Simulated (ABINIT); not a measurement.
Planning a run of ABINIT 10.8.3 on MgO (Fm-3m). The input:

```
acell 3*1.0 Angstrom
rprim 
  -0.000000000000 2.097001392700 2.097001392700
  2.097001392700 -0.000000000000 2.097001392700
  2.097001392700 2.097001392700 -0.000000000000
ntypat 2
znucl 12 8
natom 2
typat 1 2
xred 
  0.000000000000 0.000000000000 0.000000000000
  0.500000000000 0.500000000000 0.500000000000
pp_dirpath "pseudos"
pseudos "Mg.upf, O.upf"
ecut 38
ngkpt 6 6 6
nshiftk 1
shiftk 0 0 0
kptopt 1
chksymbreak 0
istwfk *1
occopt 1
irdwfk 1
optdriver 3
nband 92
ecuteps 8
inclvkb 2
awtr 1
symchi 1
gwcalctyp 27
nfreqre 1
nfreqim 0
irdqps 1
nqptdm 15
qptdm 
  0.1666666667 0.0000000000 0.0000000000
  0.3333333333 0.0000000000 0.0000000000
  0.5000000000 0.0000000000 0.0000000000
  0.1666666667 0.1666666667 0.0000000000
  0.3333333333 0.1666666667 0.0000000000
  0.5000000000 0.1666666667 0.0000000000
  -0.3333333333 0.1666666667 0.0000000000
  -0.1666666667 0.1666666667 0.0000000000
  0.3333333333 0.3333333333 0.0000000000
  0.5000000000 0.3333333333 0.0000000000
  -0.3333333333 0.3333333333 0.0000000000
  0.5000000000 0.5000000000 0.0000000000
  0.5000000000 0.3333333333 0.1666666667
  -0.3333333333 0.3333333333 0.1666666667
  -0.3333333333 0.5000000000 0.1666666667
indata_prefix "in"
outdata_prefix "out"
tmpdata_prefix "tmp"
```

```sh
OMP_NUM_THREADS=1 mpirun -n 4 abinit run.abi > log; mrgscr < mrgscr.stdin
```

Question: Estimate wall time and host memory on 4 MPI ranks of Arm Neoverse V1, shared host.

It took 57 s; on shared hardware allow 28 s to 1.9 min. Peak host memory was 0.74 GiB.

[Paths, hosts, dates, memory and timing lines, banners, echoed tables and standing remarks are left out of the program output.]

[Logs are printed without paths, hosts, clocks, repeated set-up lines and the standing remarks that a program may print on its own settings, such as how far it seeks lower states.]

[Runs of the session that timed out or met a known fault of the program may be left out.]

[Hosts, paths, dates, database ids (printed as entryN), source tags and the programs' standing remarks are cut or masked in the printed files.]

[G0W0 gaps are taken among the corrected bands and points alone; a level outside them can change the order at an edge.]

[Where Ansatz stands beside ABINIT at settings called matched, ABINIT's density can come from a denser mesh and the files from another edition; pairs whose starting gaps differed by over 0.03 eV were left out, so agreement reads better than it is.]
